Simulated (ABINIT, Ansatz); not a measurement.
# KSnCl3 (Pm-3m): zone-centre phonons

Aim: the zone-centre modes of KSnCl3 (Pm-3m).

Main program and level: ABINIT 10.8.3; DFT LDA, scalar-relativistic, plane waves, PseudoDojo norm-conserving pseudopotentials.

This is a report of a sequence of runs, with most program output left out.

The structure was built from a prototype and need not be the compound's stable phase.

## (1) The structure

It takes space group Pm-3m (No. 221, cubic). The conventional cell has a = 5.398 Å, b = 5.398 Å, c = 5.398 Å, α = 90.00°, β = 90.00°, γ = 90.00°. Nearest to K lie 12 Cl at 3.82 Å. Nearest to Sn lie 6 Cl at 2.70 Å. Nearest to Cl lie 2 Sn at 2.70 Å and 4 K at 3.82 Å. Farther neighbours and most contacts between anions are not listed.

## (2) Relaxing the cell and atoms

The harmonic expansion needs vanishing forces, and a free crystal bears no stress, so cell and atoms are brought to rest. Stress is more sensitive to the basis than forces are: the last 3 Ha under the cutoff are smoothed with ecutsm, and the cutoff is raised above that of the later runs.

The starting cell comes from a relaxation made beforehand in Ansatz (LDA, PseudoDojo NC).

Input file relax.abi:

```
# relaxation
ionmov 2
optcell 2
dilatmx 1.08
ntime 40
tolmxf 1.0d-05
tolvrs 1.0d-14
prtwf 0
prtden 0
chksymtnons 0

# basis, mesh and filling
ecut 40.0
ecutsm 3.0
ngkpt 6 6 6
nshiftk 1
shiftk 0.0 0.0 0.0
istwfk *1
occopt 7
tsmear 0.001
nband 31
nstep 100
diemac 9.0
prtebands 0
prtgsr 0
useylm 1

# cell and atoms
acell 3*1.0 Angstrom
rprim 
    5.397525102 0.0 0.0
    0.0 5.397525102 0.0
    0.0 0.0 5.397525102
ntypat 3
znucl 19 50 17
natom 5
typat 1 2 3 3 3
xred 
    0.0 0.0 0.0
    0.5 0.5 0.5
    0.5 0.5 0.0
    0.5 0.0 0.5
    0.0 0.5 0.5
pp_dirpath "./pseudo"
pseudos "K.upf, Sn.upf, Cl.upf"
```

On the command line:

```
$ OMP_NUM_THREADS=1 mpirun -n 4 abinit relax.abi > relax.log
```

Run time: 5.3 min. Hardware: 4 MPI ranks of Intel Xeon 6975P-C (Granite Rapids), shared host.

Little changed from the start: no atom moved by 0.005 Å and no cell edge by 0.1 %.

Read from the output:

| Quantity | Value |
| --- | --- |
| volume per atom | 31.46 Å³ |
| pressure | 2.89e-6 GPa |
| gap on the k-mesh | 0.2283 eV |

## (3) Ground state

The response is built on these wavefunctions, so the potential is converged far more tightly than an energy would need. Occupations are smeared.

Input file gs.abi:

```
# ground state
tolvrs 1.0d-16
prtden 1
prtwf 1

# basis, mesh and filling
ecut 32.0
ngkpt 6 6 6
nshiftk 1
shiftk 0.0 0.0 0.0
istwfk *1
occopt 7
tsmear 0.001
nband 31
nstep 100
diemac 9.0
prtebands 0
prtgsr 0
useylm 1

# cell and atoms
acell 3*1.0 Angstrom
rprim 
    5.398071636 0.0 0.0
    0.0 5.398071636 0.0
    0.0 0.0 5.398071636
ntypat 3
znucl 19 50 17
natom 5
typat 1 2 3 3 3
xred 
    0.0 0.0 0.0
    0.5 0.5 0.5
    0.5 0.5 0.0
    0.5 0.0 0.5
    0.0 0.5 0.5
pp_dirpath "./pseudo"
pseudos "K.upf, Sn.upf, Cl.upf"
```

On the command line:

```
$ OMP_NUM_THREADS=1 mpirun -n 4 abinit gs.abi > gs.log
```

Wall time 87 s (4 MPI ranks).

Numbers from this step:

| Quantity | Value |
| --- | --- |
| pressure | -0.2657 GPa |

The cell stands at -0.27 GPa: the relaxation ran with a smoothed and higher cutoff, and the difference is a stress of the finite basis.

## (4) Linear response at Γ

At q = 0 one unit cell holds all displacements. The response is solved for single atoms along the cell's directions, and symmetry skips those that follow from others. The crystal is treated as a metal, which screens a static field, so no field response is asked.

Input file dfpt_gamma.abi:

```

# common to the responses
getwfk_filepath "gso_WFK"
kptopt 2
nqpt 1
qpt 0.0 0.0 0.0
asr 0
chneut 0

# displacements
rfphon 1
rfatpol 1 5
rfdir 1 1 1
tolvrs 1.0d-10
prtwf 0

# basis, mesh and filling
ecut 32.0
ngkpt 6 6 6
nshiftk 1
shiftk 0.0 0.0 0.0
istwfk *1
occopt 7
tsmear 0.001
nband 31
nstep 100
diemac 9.0
prtebands 0
prtgsr 0
useylm 1

# cell and atoms
acell 3*1.0 Angstrom
rprim 
    5.398071636 0.0 0.0
    0.0 5.398071636 0.0
    0.0 0.0 5.398071636
ntypat 3
znucl 19 50 17
natom 5
typat 1 2 3 3 3
xred 
    0.0 0.0 0.0
    0.5 0.5 0.5
    0.5 0.5 0.0
    0.5 0.0 0.5
    0.0 0.5 0.5
pp_dirpath "./pseudo"
pseudos "K.upf, Sn.upf, Cl.upf"
```

On the command line:

```
$ OMP_NUM_THREADS=1 mpirun -n 4 abinit dfpt_gamma.abi > dfpt_gamma.log
```

Elapsed: 13 min, on 4 MPI ranks; 52 min of CPU time.

Numbers from this step:

```
largest acoustic frequency at the zone centre before the sum rule : 1.51 cm⁻¹
highest optical zone-centre mode (no LO-TO term)                  : 122.3 cm⁻¹
lowest optical zone-centre mode                                   : -78.67 cm⁻¹
```

The acoustic modes at Γ come out as far as 1.5 cm⁻¹ from zero, where they should vanish, a small numerical error. The lowest optical mode is imaginary, 79i cm⁻¹, an instability at this level and on this k mesh.

## (5) Zone-centre analysis

anaddb reads the merged derivatives and imposes the acoustic sum rule.

Input file anaddb.abi:

```
ddb_filepath "gamma_DDB"
output_file "anaddb.abo"
outdata_prefix "anaddb"
asr 1
chneut 1
enunit 2
eivec 1
nph1l 1
qph1l 0.0 0.0 0.0 1.0
```

Input file mrgddb.in:

```
gamma_DDB
merged
2
dfpt_gammao_DDB
gso_DDB
```

On the command line:

```
$ mrgddb < mrgddb.in > mrgddb.log
$ OMP_NUM_THREADS=1 anaddb anaddb.abi > anaddb.log
```

The job ended after 0.75 s (1 thread).

This step gave:

| Item | Value |
| --- | --- |
| lowest optical zone-centre mode | -78.71 cm⁻¹ |

No LO-TO term; unit eigenvectors of the mass-weighted matrix, from anaddb's displacements. Modes at Γ, with each element's share of the kinetic energy (negative means imaginary):

```
mode  frequency (cm⁻¹)  symmetry  K %  Sn %  Cl %
   1             -78.7       T1u   48     0    51
   2             -78.7       T1u   48     0    51
   3             -78.7       T1u   48     0    51
   4             -36.9       T2u    0     0   100
   5             -36.9       T2u    0     0   100
   6             -36.9       T2u    0     0   100
   7               0.0  acoustic   15    45    40
   8               0.0  acoustic   15    45    40
   9               0.0  acoustic   15    45    40
  10              31.9       T1u   37    17    46
  11              31.9       T1u   37    17    46
  12              31.9       T1u   37    17    46
  13             122.3       T1u    0    38    62
  14             122.3       T1u    0    38    62
  15             122.3       T1u    0    38    62
```

Displacements in mode 1 (-78.7 cm⁻¹), the largest set to 1:
```
K1   0.00  0.00  1.00
Sn2  0.00  0.00  0.03
Cl3  0.00  0.00  0.29
Cl4  0.00  0.00 -0.74
Cl5  0.00  0.00 -0.74
```

Displacements in mode 10 (31.9 cm⁻¹), the largest set to 1:
```
K1   0.00  0.00  1.00
Sn2  0.00  0.00 -0.39
Cl3  0.00  0.00 -0.89
Cl4  0.00  0.00  0.55
Cl5  0.00  0.00  0.55
```

The rule moves no optical mode by more than 0.1 cm⁻¹.

## (6) The same in Ansatz

The same cell goes through another code at the same cutoff. The files are of one family, but Ansatz's library holds files of its own making for some heavy elements, so those for Sn may differ.

This step: DFT LDA, scalar-relativistic, plane waves, norm-conserving pseudopotentials of its library (PseudoDojo's, some remade) (Ansatz 0.2.0).

Input file input.yaml:

```yaml
crystal:
  lattice:
    - [5.3980716364, 0.0, 0.0]
    - [0.0, 5.3980716364, 0.0]
    - [0.0, 0.0, 5.3980716364]
  atoms:
    - { symbol: K, position: [0.0, 0.0, 0.0] }
    - { symbol: Sn, position: [0.5, 0.5, 0.5] }
    - { symbol: Cl, position: [0.5, 0.5, 0.0] }
    - { symbol: Cl, position: [0.5, 0.0, 0.5] }
    - { symbol: Cl, position: [0.0, 0.5, 0.5] }
kpoints:
  mp_grid: { grid: [6, 6, 6] }
hamiltonian:
  xc: lda
  pseudopotentials: { kind: nc, accuracy: standard }
scf:
  occupations: { method: gaussian, width: 0.02721 }
output:
  eigenvalues: true
basis:
  ecutwfc: 870.764
phonons:
  method: dfpt
```

On the command line:

```
$ ansatz run input.yaml --threads 4 --pin off --max-ram 8192MiB --backend cpu --events-out ev --progress --plain --runs-dir out
```

Run time: 57 s. Hardware: 4 threads; peak memory 2.6 GiB.

Numbers from this step:

```
gap on the k-mesh                    : 0.2284 eV
sum-rule residual before enforcement : 2.03e-4 eV/Å²
lowest optical zone-centre mode      : -78.7 cm⁻¹
```

## (7) Side by side: ABINIT PseudoDojo and Ansatz, library NC

Worked out from the results:

| Property | Result |
| --- | --- |
| root-mean-square difference | 0.02 cm⁻¹ |
| largest difference | 0.03 cm⁻¹ |

At the zone centre the largest difference (acoustic modes at Γ apart) is 0.02 % of the highest mode.

## (8) Results

```
space group after relaxation                                           : Pm-3m
volume per atom                                                        : 31.5 Å³
gap on the k-mesh                                                      : 0.228 eV
highest optical zone-centre mode (no LO-TO term)                       : 122.3 cm⁻¹
lowest optical zone-centre mode                                        : -78.7 cm⁻¹
imaginary optical modes at the zone centre (no q mesh in this session) : yes
largest difference from Ansatz, library NC                             : 0.03 cm⁻¹
```

**Reading.** At the LDA level the optical modes of KSnCl3 (Pm-3m) at the zone centre run from 79i to 122 cm⁻¹, so the structure is a saddle point, with 6 modes beyond 10i cm⁻¹ there. A gap of 0.23 eV stands on the final mesh although smearing was kept, so ε∞, Born charges and the LO-TO term are missing. ABINIT PseudoDojo and Ansatz, library NC agree to 0.03 cm⁻¹ (0.02 % of the highest mode compared) on all solved modes but the acoustic ones at Γ, without the LO-TO term. These are harmonic frequencies at zero temperature: anharmonic shifts and linewidths and thermal expansion are left out. Ansatz warns that the cutoff lies 11 % under the one recommended for these files; agreement at one cutoff is not convergence. The structure is a hypothetical one, built on a prototype.

[Host names and launcher messages were left out of these logs when they were recorded.]

[Logs are printed without paths, hosts, clocks, repeated set-up lines and the standing remarks that a program may print on its own settings, such as how far it seeks lower states.]

[Hosts, paths, dates, database ids (printed as entryN), source tags and the programs' standing remarks are cut or masked in the printed files.]
